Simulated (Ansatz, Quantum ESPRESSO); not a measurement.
# Ni(100), 5 layers against a metal electrode: the electrode's level over the Fermi level at a withheld member of a series

**Set-up.** Quantum ESPRESSO 7.5, PBE, GBRV ultrasoft. The slab is relaxed neutral, then held. ESM with bc3: vacuum below and a metal electrode about 6 Å above the top atoms. Cold smearing of 0.02 Ry. Charges are set per cell from the starting area. The slabs take the lattice constants of the bulk relaxed by the same program. The series steps the charge of the slab (positive: electrons removed).

| charge of the slab | electrode's level over the Fermi level (eV) |
| --- | --- |
| 1 ×10¹³ e/cm² | 5.712 |
| 2 ×10¹³ e/cm² | 6.527 |
| 3 ×10¹³ e/cm² | 7.347 |
| 4.5 ×10¹³ e/cm² | 8.588 |
| 7 ×10¹³ e/cm² | 10.677 |
| 8 ×10¹³ e/cm² | 11.519 |

To predict: What is the electrode's level over the Fermi level at 6 ×10¹³ e/cm²?

**Worked estimate.** The rows at 4.5 ×10¹³ e/cm² and 7 ×10¹³ e/cm² give a slope of (10.677 − (8.588))/(7 − (4.5)) = 0.8356, so a straight line gives 9.841 eV. A parabola through these and the row at 3 ×10¹³ e/cm² gives 9.838 eV.

**Check.** 9.838 eV. The line misses by +0.003 and the parabola by 0.000 eV. Both misses are under 5 % of the step from the nearer row.

**Limits.** Vacuum fills the gap; ions don't answer the charge; added electrons can spill towards the electrode at the most negative charges. Members without a usable value, or on the other side of zero field or charge, are not listed.
